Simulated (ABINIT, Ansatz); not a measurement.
# Quasiparticle gap of Ga2O3 (C2/m) in ABINIT, part 2 of 3

Wanted: ground state, empty states, screening and self-energy for Ga2O3 (C2/m).

ABINIT 10.8.3; PBE and many-body steps on it, plane waves. Known limits of the many-body steps: not at the basis limit; no spin-orbit coupling; coarse k mesh.

So far. Step 2 (Ground state): The gap is indirect, with the least direct gap 0.02 eV higher.

## 3. Bands along the symmetry lines

Level of this step: DFT, PBE, plane waves, norm-conserving pseudopotentials (ABINIT).

The cheap functional maps the bands first; the places of the edges decide which points the dearer methods must see.

run.abi reads:

```
acell 3*1.0 Angstrom
rprim 
  6.107000000000 -1.518550000000 0.000000000000
  6.107000000000 1.518550000000 0.000000000000
  -1.385988895900 0.000000000000 5.630008738000
ntypat 2
znucl 31 8
natom 10
typat 1 1 1 1 2 2 2 2 2 2
xred 
  0.090500000000 0.090500000000 0.794600000000
  0.909500000000 0.909500000000 0.205400000000
  0.658660000000 0.658660000000 0.314020000000
  0.341340000000 0.341340000000 0.685980000000
  0.164500000000 0.164500000000 0.109800000000
  0.835500000000 0.835500000000 0.890200000000
  0.173300000000 0.173300000000 0.563200000000
  0.826700000000 0.826700000000 0.436800000000
  0.495900000000 0.495900000000 0.256600000000
  0.504100000000 0.504100000000 0.743400000000
pp_dirpath "pseudos"
pseudos "Ga.upf, O.upf"
ecut 45
iscf -2
irdden 1
kptopt 0
nkpt 40
kpt 
  0.00000000 0.00000000 0.00000000
  -0.06659860 0.06659860 0.00000000
  -0.13319720 0.13319720 0.00000000
  -0.19979580 0.19979580 0.00000000
  -0.26639440 0.26639440 0.00000000
  -0.73360560 -0.26639440 0.00000000
  -0.67520420 -0.32479580 0.00000000
  -0.61680280 -0.38319720 0.00000000
  -0.55840140 -0.44159860 0.00000000
  -0.50000000 -0.50000000 0.00000000
  -0.37500000 -0.37500000 0.00000000
  -0.25000000 -0.25000000 0.00000000
  -0.12500000 -0.12500000 0.00000000
  0.00000000 0.00000000 0.00000000
  -0.12500000 -0.12500000 0.12500000
  -0.25000000 -0.25000000 0.25000000
  -0.37500000 -0.37500000 0.37500000
  -0.50000000 -0.50000000 0.50000000
  -0.56046527 -0.43953473 0.50000000
  -0.62093054 -0.37906946 0.50000000
  -0.68139580 -0.31860420 0.50000000
  -0.74186107 -0.25813893 0.50000000
  -0.25813893 0.25813893 0.50000000
  -0.19360420 0.19360420 0.50000000
  -0.12906946 0.12906946 0.50000000
  -0.06453473 0.06453473 0.50000000
  0.00000000 0.00000000 0.50000000
  0.00000000 0.00000000 0.37500000
  0.00000000 0.00000000 0.25000000
  0.00000000 0.00000000 0.12500000
  0.00000000 0.00000000 0.00000000
  -0.50000000 0.00000000 0.50000000
  -0.37500000 0.00000000 0.37500000
  -0.25000000 0.00000000 0.25000000
  -0.12500000 0.00000000 0.12500000
  0.00000000 0.00000000 0.00000000
  -0.12500000 0.00000000 0.00000000
  -0.25000000 0.00000000 0.00000000
  -0.37500000 0.00000000 0.00000000
  -0.50000000 0.00000000 0.00000000
istwfk *1
nband 67
nbdbuf 2
tolwfr 1e-08
nstep 40
prtwf 0
prtvol 0
indata_prefix "in"
outdata_prefix "out"
tmpdata_prefix "tmp"
```

Command:

```bash
$ OMP_NUM_THREADS=1 mpirun -n 16 abinit run.abi > log
```

Numbers of over 12 decimals in the logs are rounded to 6 here.

Log:

```text
.Version 10.8.3 of ABINIT. v10.8.2 released Aug 2026.

 Symmetries : space group C2/m (# 12); Bravais mC (1-face-center monocl.)
[... echo of the input left out ...]
== DATASET  1 ==================================================================
-   mpi_nproc: 16, omp_nthreads: 1 (-1 if OMP is not activated)
-    --> not optimal distribution: autoparal keyword recommended in input file <--

--- !DatasetInfo
iteration_state: {dtset: 1, }
dimensions: {natom: 10, nkpt: 40, mband: 67, nsppol: 1, nspinor: 1, nspden: 1, mpw: 10196, }
cutoff_energies: {ecut:  45.0, pawecutdg:  -1.0, }
electrons: {nelect:   1.20000000E+02, charge:   0.00000000E+00, occopt:   1.00000000E+00, tsmear:   1.00000000E-02, }

 Real(R)+Recip(G) space primitive vectors, cartesian coordinates (Bohr,Bohr^-1):
 R(1)= 11.5405575 -2.8696436  0.0000000  G(1)=  0.0433255 -0.1742377  0.0106658
 R(2)= 11.5405575  2.8696436  0.0000000  G(2)=  0.0433255  0.1742377  0.0106658
 R(3)= -2.6191394  0.0000000 10.6391746  G(3)=  0.0000000  0.0000000  0.0939923
 Unit cell volume ucvol=  7.0468120E+02 bohr^3
 Angles (23,13,12)=  1.03413542E+02  1.03413542E+02  2.79276276E+01 degrees

 getcut: wavevector=  0.0000  0.0000  0.0000  ngfft=  72  72  72
         ecut(hartree)=     45.000   => boxcut(ratio)=   2.00517

--- Pseudopotential description ------------------------------------------------
- Ga Generated using ONCVPSP code by D. R. Hamann
- 31.00000  21.00000  171031                  znucl, zion, pspdat
12 -101130 2 -1 1902                          pspcod,pspxc,lmax,lloc,mmax
     nproj     2     2     2
  pspatm : epsatm=   21.85474337
         --- l  ekb(1:nproj) -->
             0    4.962806   -1.220223
             1   -5.679278   -1.350476
             2  -10.596651   -3.839775
 pspatm: atomic psp has been read  and splines computed

- O Generated using ONCVPSP code by D. R. Hamann
-  8.00000   6.00000  171031                  znucl, zion, pspdat
12 -101130 2 -1 936                           pspcod,pspxc,lmax,lloc,mmax
     nproj     2     2     1
  pspatm : epsatm=    6.17005460
         --- l  ekb(1:nproj) -->
[...]
2   -1.331955
 pspatm: atomic psp has been read  and splines computed

--------------------------------------------------------------------------------

================================================================================
 prteigrs : about to open file out_EIG
 Non-SCF case, kpt    1 (  0.00000  0.00000  0.00000), residuals and eigenvalues=
  4.17E-09  3.76E-09  4.24E-09  3.69E-09  7.45E-09  6.95E-09  4.06E-09  5.32E-09
  1.26E-09  1.68E-09  2.71E-09  3.92E-09  5.79E-09  4.53E-09  5.67E-09  3.56E-09
  2.16E-09  9.32E-09  9.03E-09  4.71E-09  1.71E-09  9.65E-09  7.51E-09  8.50E-09
[...]
-5.0183E+00 -5.0183E+00 -5.0142E+00 -5.0142E+00 -3.2068E+00 -3.2068E+00
 -3.2062E+00 -3.2062E+00 -3.2043E+00 -3.2043E+00 -3.2020E+00 -3.2020E+00
[...]
1.3388E-01  1.4225E-01  1.6159E-01  1.6322E-01  1.7259E-01  1.8497E-01
  3.9958E-01  4.3134E-01  4.5691E-01  4.6662E-01  4.8684E-01  5.0566E-01
  5.5801E-01

--- !ResultsGS
iteration_state: {dtset: 1, }
comment   : Summary of ground state results
lattice_vectors:
- [ 11.5405575,  -2.8696436,   0.0000000, ]
- [ 11.5405575,   2.8696436,   0.0000000, ]
- [ -2.6191394,   0.0000000,  10.6391746, ]
lattice_lengths: [  11.89199,   11.89199,   10.95682, ]
lattice_angles: [103.414, 103.414,  27.928, ] # degrees, (23, 13, 12)
lattice_volume:   7.0468120E+02
convergence: {deltae:  0.000E+00, res2:  0.000E+00, residm:  9.995E-09, diffor:  0.000E+00, }
etotal    :  -1.09292005E+03
entropy   :   0.00000000E+00
fermie    :   1.89645069E-01
cartesian_stress_tensor: null
pressure_GPa: null
xred      :
- [  9.0500E-02,   9.0500E-02,   7.9460E-01, Ga]
- [  9.0950E-01,   9.0950E-01,   2.0540E-01, Ga]
- [  6.5866E-01,   6.5866E-01,   3.1402E-01, Ga]
- [  3.4134E-01,   3.4134E-01,   6.8598E-01, Ga]
- [  1.6450E-01,   1.6450E-01,   1.0980E-01,  O]
- [  8.3550E-01,   8.3550E-01,   8.9020E-01,  O]
- [  1.7330E-01,   1.7330E-01,   5.6320E-01,  O]
- [  8.2670E-01,   8.2670E-01,   4.3680E-01,  O]
- [  4.9590E-01,   4.9590E-01,   2.5660E-01,  O]
- [  5.0410E-01,   5.0410E-01,   7.4340E-01,  O]
cartesian_forces: null
force_length_stats: {min: null, max: null, mean: null, }

 Integrated electronic density in atomic spheres:
 ------------------------------------------------
 Atom  Sphere_radius  Integrated_density
[...]
================================================================================

 ----iterations are completed or convergence reached----

 Mean square residual over all n,k,spin=   53.820E-10; max=  99.946E-10
 reduced coordinates (array xred) for   10 atoms
[...]
cartesian coordinates (angstrom) at end:
    1      0.00406022     0.000000     4.473605
    2     10.823951    -0.000000     1.156404
    3      7.609645     0.000000     1.767935
[...]
9      5.701278    -0.000000     1.444660
   10      5.126733     0.000000     4.185348
 length scales=  1.889726125908  1.889726125908  1.889726125908 bohr
              =  1.000000000000  1.000000000000  1.000000000000 angstroms
 prteigrs : about to open file out_EIG
 Eigenvalues (hartree) for nkpt=  40  k points:
 kpt#   1, nband= 67, wtk=  1.00000, kpt=  0.0000  0.0000  0.0000 (reduced coord)
[...]
kpt#   2, nband= 67, wtk=  1.00000, kpt= -0.0666  0.0666  0.0000 (reduced coord)
[...]
kpt#   3, nband= 67, wtk=  1.00000, kpt= -0.1332  0.1332  0.0000 (reduced coord)
[...]
kpt#  39, nband= 67, wtk=  1.00000, kpt= -0.3750  0.0000  0.0000 (reduced coord)
[...]
0.51327    0.51946    0.54682
 kpt#  40, nband= 67, wtk=  1.00000, kpt= -0.5000  0.0000  0.0000 (reduced coord)
[...]
0.05721    0.06539    0.07440    0.07518    0.11105    0.12030    0.13388    0.14225
   0.16159    0.16322    0.17259    0.18497    0.39958    0.43134    0.45691    0.46662
   0.48684    0.50566    0.55801

== END DATASET(S) ==============================================================
================================================================================

 -outvars: echo values of variables after computation  --------
            nband          67
             nkpt          40
          spgroup          12
 [... the other variables as echoed above ...]

 Calculation completed.
```

It took 2.5 min on 16 MPI ranks of Arm Neoverse N1, shared host; peak memory 2 GiB.

This step gave:

```
gap                        : 2.451 eV
k of the valence top       : -0.5605, -0.4395, 0.5
k of the conduction bottom : 0, 0, 0
least direct gap           : 2.480 eV
```

The gap is 2.451 eV, −0.006 eV from the run before at this level.

The electronic bands at the labelled points (eV, zero at the top of the highest filled band):

| point | band 57 | band 58 | band 59 | band 60 | band 61 | band 62 | band 63 | band 64 |
| --- | --- | --- | --- | --- | --- | --- | --- | --- |
| Γ | -0.67 | -0.48 | -0.29 | -0.03 | 2.45 | 5.74 | 6.77 | 6.80 |
| halfway | -1.07 | -0.71 | -0.63 | -0.05 | 4.92 | 6.38 | 7.08 | 7.96 |
| C | -0.85 | -0.76 | -0.49 | -0.13 | 5.84 | 6.51 | 7.01 | 7.17 |
| jump to C2 | -0.85 | -0.76 | -0.49 | -0.13 | 5.84 | 6.51 | 7.01 | 7.17 |
| halfway | -0.85 | -0.60 | -0.47 | -0.11 | 5.41 | 5.50 | 6.77 | 7.44 |
| Y2 | -0.68 | -0.68 | -0.42 | -0.17 | 4.60 | 4.85 | 5.88 | 6.63 |
| halfway | -0.70 | -0.67 | -0.58 | -0.09 | 3.30 | 5.55 | 6.32 | 6.76 |
| Γ | -0.67 | -0.48 | -0.29 | -0.03 | 2.45 | 5.74 | 6.77 | 6.80 |
| halfway | -0.70 | -0.62 | -0.53 | -0.08 | 3.66 | 5.71 | 6.54 | 6.84 |
| M2 | -0.65 | -0.62 | -0.60 | -0.01 | 5.22 | 5.35 | 6.29 | 6.58 |
| halfway | -0.89 | -0.83 | -0.65 | -0.13 | 6.34 | 6.42 | 7.18 | 7.50 |
| D | -1.14 | -0.89 | -0.87 | -0.64 | 6.98 | 7.05 | 7.71 | 8.09 |
| jump to D2 | -1.14 | -0.89 | -0.87 | -0.64 | 6.98 | 7.05 | 7.71 | 8.09 |
| halfway | -1.10 | -0.83 | -0.42 | -0.41 | 5.90 | 6.04 | 7.94 | 8.18 |
| A | -0.65 | -0.64 | -0.51 | -0.31 | 4.81 | 4.93 | 6.76 | 7.26 |
| halfway | -0.65 | -0.58 | -0.47 | -0.27 | 3.38 | 5.90 | 6.55 | 6.98 |
| Γ | -0.67 | -0.48 | -0.29 | -0.03 | 2.45 | 5.74 | 6.77 | 6.80 |
| jump to L2 | -1.12 | -1.05 | -0.74 | -0.65 | 6.95 | 6.98 | 7.87 | 8.07 |
| halfway | -1.03 | -0.83 | -0.43 | -0.30 | 5.17 | 6.54 | 7.39 | 8.03 |
| Γ | -0.67 | -0.48 | -0.29 | -0.03 | 2.45 | 5.74 | 6.77 | 6.80 |
| halfway | -1.06 | -0.74 | -0.53 | -0.05 | 4.77 | 6.34 | 7.00 | 8.04 |
| V2 | -0.77 | -0.73 | -0.47 | -0.13 | 5.71 | 6.57 | 7.27 | 7.53 |

## 4. Empty states on the mesh, 4×4×2 mesh, 325 bands

The sums over transitions need many empty states on a uniform mesh; this step solves for them.

run.abi reads:

```
acell 3*1.0 Angstrom
rprim 
  6.107000000000 -1.518550000000 0.000000000000
  6.107000000000 1.518550000000 0.000000000000
  -1.385988895900 0.000000000000 5.630008738000
ntypat 2
znucl 31 8
natom 10
typat 1 1 1 1 2 2 2 2 2 2
xred 
  0.090500000000 0.090500000000 0.794600000000
  0.909500000000 0.909500000000 0.205400000000
  0.658660000000 0.658660000000 0.314020000000
  0.341340000000 0.341340000000 0.685980000000
  0.164500000000 0.164500000000 0.109800000000
  0.835500000000 0.835500000000 0.890200000000
  0.173300000000 0.173300000000 0.563200000000
  0.826700000000 0.826700000000 0.436800000000
  0.495900000000 0.495900000000 0.256600000000
  0.504100000000 0.504100000000 0.743400000000
pp_dirpath "pseudos"
pseudos "Ga.upf, O.upf"
ecut 45
ngkpt 4 4 2
nshiftk 1
shiftk 0 0 0
kptopt 1
chksymbreak 0
iscf -2
irdden 1
istwfk *1
nband 325
nbdbuf 28
tolwfr 1e-09
nstep 60
prtvol 0
indata_prefix "in"
outdata_prefix "out"
tmpdata_prefix "tmp"
```

Log:

```text
.Version 10.8.3 of ABINIT. v10.8.2 released Aug 2026.

 Symmetries : space group C2/m (# 12); Bravais mC (1-face-center monocl.)
[... echo of the input left out ...]
== DATASET  1 ==================================================================
-   mpi_nproc: 16, omp_nthreads: 1 (-1 if OMP is not activated)
-    --> not optimal distribution: autoparal keyword recommended in input file <--

--- !DatasetInfo
iteration_state: {dtset: 1, }
dimensions: {natom: 10, nkpt: 14, mband: 325, nsppol: 1, nspinor: 1, nspden: 1, mpw: 10196, }
cutoff_energies: {ecut:  45.0, pawecutdg:  -1.0, }
electrons: {nelect:   1.20000000E+02, charge:   0.00000000E+00, occopt:   1.00000000E+00, tsmear:   1.00000000E-02, }

 Real(R)+Recip(G) space primitive vectors, cartesian coordinates (Bohr,Bohr^-1):
 R(1)= 11.5405575 -2.8696436  0.0000000  G(1)=  0.0433255 -0.1742377  0.0106658
 R(2)= 11.5405575  2.8696436  0.0000000  G(2)=  0.0433255  0.1742377  0.0106658
 R(3)= -2.6191394  0.0000000 10.6391746  G(3)=  0.0000000  0.0000000  0.0939923
 Unit cell volume ucvol=  7.0468120E+02 bohr^3
 Angles (23,13,12)=  1.03413542E+02  1.03413542E+02  2.79276276E+01 degrees

 getcut: wavevector=  0.0000  0.0000  0.0000  ngfft=  72  72  72
         ecut(hartree)=     45.000   => boxcut(ratio)=   2.00517

--- Pseudopotential description ------------------------------------------------
- Ga Generated using ONCVPSP code by D. R. Hamann
- 31.00000  21.00000  171031                  znucl, zion, pspdat
12 -101130 2 -1 1902                          pspcod,pspxc,lmax,lloc,mmax
     nproj     2     2     2
  pspatm : epsatm=   21.85474337
         --- l  ekb(1:nproj) -->
             0    4.962806   -1.220223
             1   -5.679278   -1.350476
             2  -10.596651   -3.839775
 pspatm: atomic psp has been read  and splines computed

- O Generated using ONCVPSP code by D. R. Hamann
-  8.00000   6.00000  171031                  znucl, zion, pspdat
12 -101130 2 -1 936                           pspcod,pspxc,lmax,lloc,mmax
     nproj     2     2     1
  pspatm : epsatm=    6.17005460
         --- l  ekb(1:nproj) -->
[...]
2   -1.331955
 pspatm: atomic psp has been read  and splines computed

--------------------------------------------------------------------------------

================================================================================
 prteigrs : about to open file out_EIG
 Non-SCF case, kpt    1 (  0.00000  0.00000  0.00000), residuals and eigenvalues=
  6.08E-10  6.10E-10  6.67E-10  5.37E-10  1.42E-10  1.22E-10  1.25E-10  1.30E-10
  1.08E-10  1.17E-10  1.15E-10  1.14E-10  1.26E-10  7.72E-11  1.38E-10  1.15E-10
  3.53E-10  4.71E-10  4.65E-10  5.32E-10  5.74E-10  5.32E-10  7.91E-11  8.82E-11
[...]
2.96E-04  4.30E-04  7.87E-04  6.95E-04  8.66E-04
 -5.0183E+00 -5.0183E+00 -5.0142E+00 -5.0142E+00 -3.2068E+00 -3.2068E+00
 -3.2062E+00 -3.2062E+00 -3.2043E+00 -3.2043E+00 -3.2020E+00 -3.2020E+00
 -3.2009E+00 -3.2009E+00 -3.2008E+00 -3.2008E+00 -5.0489E-01 -4.6265E-01
[...]
3.7148E+00  3.7405E+00  3.7483E+00  3.7545E+00  3.7550E+00  3.7601E+00
  3.7676E+00  3.7891E+00  3.8024E+00  3.8083E+00  3.8195E+00  3.8323E+00
  3.8524E+00
 prteigrs : prtvol=0 or 1, do not print more k-points.

--- !ResultsGS
iteration_state: {dtset: 1, }
comment   : Summary of ground state results
lattice_vectors:
- [ 11.5405575,  -2.8696436,   0.0000000, ]
- [ 11.5405575,   2.8696436,   0.0000000, ]
- [ -2.6191394,   0.0000000,  10.6391746, ]
lattice_lengths: [  11.89199,   11.89199,   10.95682, ]
lattice_angles: [103.414, 103.414,  27.928, ] # degrees, (23, 13, 12)
lattice_volume:   7.0468120E+02
convergence: {deltae:  0.000E+00, res2:  0.000E+00, residm:  9.992E-10, diffor:  0.000E+00, }
etotal    :  -1.09292005E+03
entropy   :   0.00000000E+00
fermie    :   1.89645069E-01
cartesian_stress_tensor: null
pressure_GPa: null
xred      :
- [  9.0500E-02,   9.0500E-02,   7.9460E-01, Ga]
- [  9.0950E-01,   9.0950E-01,   2.0540E-01, Ga]
- [  6.5866E-01,   6.5866E-01,   3.1402E-01, Ga]
- [  3.4134E-01,   3.4134E-01,   6.8598E-01, Ga]
- [  1.6450E-01,   1.6450E-01,   1.0980E-01,  O]
- [  8.3550E-01,   8.3550E-01,   8.9020E-01,  O]
- [  1.7330E-01,   1.7330E-01,   5.6320E-01,  O]
- [  8.2670E-01,   8.2670E-01,   4.3680E-01,  O]
- [  4.9590E-01,   4.9590E-01,   2.5660E-01,  O]
- [  5.0410E-01,   5.0410E-01,   7.4340E-01,  O]
cartesian_forces: null
force_length_stats: {min: null, max: null, mean: null, }

 Integrated electronic density in atomic spheres:
 ------------------------------------------------
 Atom  Sphere_radius  Integrated_density
[...]
================================================================================

 ----iterations are completed or convergence reached----

 Mean square residual over all n,k,spin=   38.363E-11; max=  99.924E-11
 reduced coordinates (array xred) for   10 atoms
[...]
0.495900000000      0.495900000000      0.256600000000
       0.504100000000      0.504100000000      0.743400000000

 cartesian coordinates (angstrom) at end:
    1      0.00406022     0.000000     4.473605
    2     10.823951    -0.000000     1.156404
    3      7.609645     0.000000     1.767935
[...]
9      5.701278    -0.000000     1.444660
   10      5.126733     0.000000     4.185348
 length scales=  1.889726125908  1.889726125908  1.889726125908 bohr
              =  1.000000000000  1.000000000000  1.000000000000 angstroms
 prteigrs : about to open file out_EIG
 Eigenvalues (hartree) for nkpt=  14  k points:
 kpt#   1, nband=325, wtk=  0.03125, kpt=  0.0000  0.0000  0.0000 (reduced coord)
[...]
3.62405    3.63160    3.64876    3.67827    3.68071    3.68552    3.70481    3.71121
   3.71475    3.74046    3.74829    3.75452    3.75504    3.76005    3.76758    3.78910
   3.80240    3.80835    3.81947    3.83233    3.85243
 prteigrs : prtvol=0 or 1, do not print more k-points.

== END DATASET(S) ==============================================================
================================================================================

 -outvars: echo values of variables after computation  --------
            nband         325
             nkpt          14
          spgroup          12
 [... the other variables as echoed above ...]

 Calculation completed.
```

The job ended after 6.8 min (16 MPI ranks; peak memory 2.4 GiB).

This step gave:

```
gap                                                           : 2.462 eV
k of the valence top                                          : 0.5, 0.5, 0.5
k of the conduction bottom                                    : 0, 0, 0
least direct gap                                              : 2.480 eV
k points computed                                             : 14
lowest point of the top converged band, above the valence top : 91.3018 eV
```

On this mesh the gap is 2.462 eV.

[end of part 2 of 3]

[Paths, hosts, dates, memory and timing lines, banners, echoed tables and standing remarks are left out of the program output.]

[Logs are printed without paths, hosts, clocks, repeated set-up lines and the standing remarks that a program may print on its own settings, such as how far it seeks lower states.]

[Runs of the session that timed out or met a known fault of the program may be left out.]

[No measured gap is set beside runs whose start may be inverted or whose files or cutoffs have a known fault.]

[Hosts, paths, dates, database ids (printed as entryN), source tags and the programs' standing remarks are cut or masked in the printed files.]

[G0W0 gaps are taken among the corrected bands and points alone; a level outside them can change the order at an edge.]

[Where Ansatz stands beside ABINIT at settings called matched, ABINIT's density can come from a denser mesh and the files from another edition; pairs whose starting gaps differed by over 0.03 eV were left out, so agreement reads better than it is.]
